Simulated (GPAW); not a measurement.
Consider YIn (Pm-3m).

```xyz
2
Lattice="3.8100 0.0000 0.0000 0.0000 3.8100 0.0000 0.0000 0.0000 3.8100" Properties=species:S:1:pos:R:3 pbc="T T T"
In    0.0000    0.0000    0.0000
Y     1.9050    1.9050    1.9050
```

Absorber: atom 2, with 8 In at 3.30 Å and 6 Y at 3.81 Å (cube and octahedron, as in bcc, site symmetry m-3m). Method: GPAW, LDA, excited-electron core hole (neutral cell), 8-atom cell with 6.6 Å between holes, 5×5×5 k points, dipole transitions, Gaussian full width 1.5 eV up to 4 eV, rising linearly to 3.5 eV at 25 eV.

Q: Predict the near-edge structure at the Y L₃ edge.

Main maxima up to 30 eV above the zero (height): 0.8 eV (3.20), 3.6 eV (2.12), 14.6 eV (0.81), 20.4 eV (0.61) and 27.6 eV (0.59). At an L edge the dipole rule selects empty d (and weakly s) states on the absorber, and the strong line at the onset measures the empty part of its d band. 

The Y L₃ spectrum (energy from the lowest empty level; intensity scaled to a mean of 1 over the first 20 eV):

```csv
E (eV),intensity
-2.0,0.00
-1.5,0.05
-1.0,0.26
-0.5,0.94
0.0,2.04
0.5,2.95
1.0,3.20
1.5,2.76
2.0,2.10
2.5,1.75
3.0,1.90
3.5,2.11
4.0,1.87
4.5,1.38
5.0,1.10
5.5,1.09
6.0,1.06
6.5,0.90
7.0,0.68
7.5,0.56
8.0,0.52
8.5,0.50
9.0,0.46
9.5,0.40
10.0,0.35
10.5,0.34
11.0,0.36
11.5,0.40
12.0,0.44
12.5,0.49
13.0,0.57
13.5,0.67
14.0,0.76
14.5,0.80
15.0,0.80
15.5,0.74
16.0,0.68
16.5,0.62
17.0,0.58
17.5,0.55
18.0,0.54
18.5,0.56
19.0,0.58
19.5,0.60
20.0,0.61
20.5,0.61
21.0,0.61
21.5,0.60
22.0,0.59
22.5,0.58
23.0,0.56
23.5,0.53
24.0,0.52
24.5,0.51
25.0,0.51
25.5,0.53
26.0,0.55
26.5,0.57
27.0,0.59
27.5,0.59
28.0,0.59
28.5,0.58
29.0,0.56
29.5,0.53
30.0,0.50
30.5,0.47
31.0,0.45
31.5,0.44
32.0,0.43
```

Only the L₃ part is meant: spin–orbit coupling of the core level isn't computed and the L₂ copy isn't added. The structure is a published determination, not relaxed.

[Banner, clock and machine lines of the logs are left out without a mark of their own.]

[Logs are printed without paths, hosts, clocks, repeated set-up lines and the standing remarks that a program may print on its own settings, such as how far it seeks lower states.]

[Hosts, paths, dates, database ids (printed as entryN), source tags and the programs' standing remarks are cut or masked in the printed files.]

[Lists of maxima count a maximum above −3 eV only where it reaches 4 % of the highest in the window and stands out from its surroundings by 2 % of it (1.5 % where it reaches 55 %); shoulders and weaker maxima are passed over, and of the rest the first, up to two pre-edge ones and the few strongest are named.]
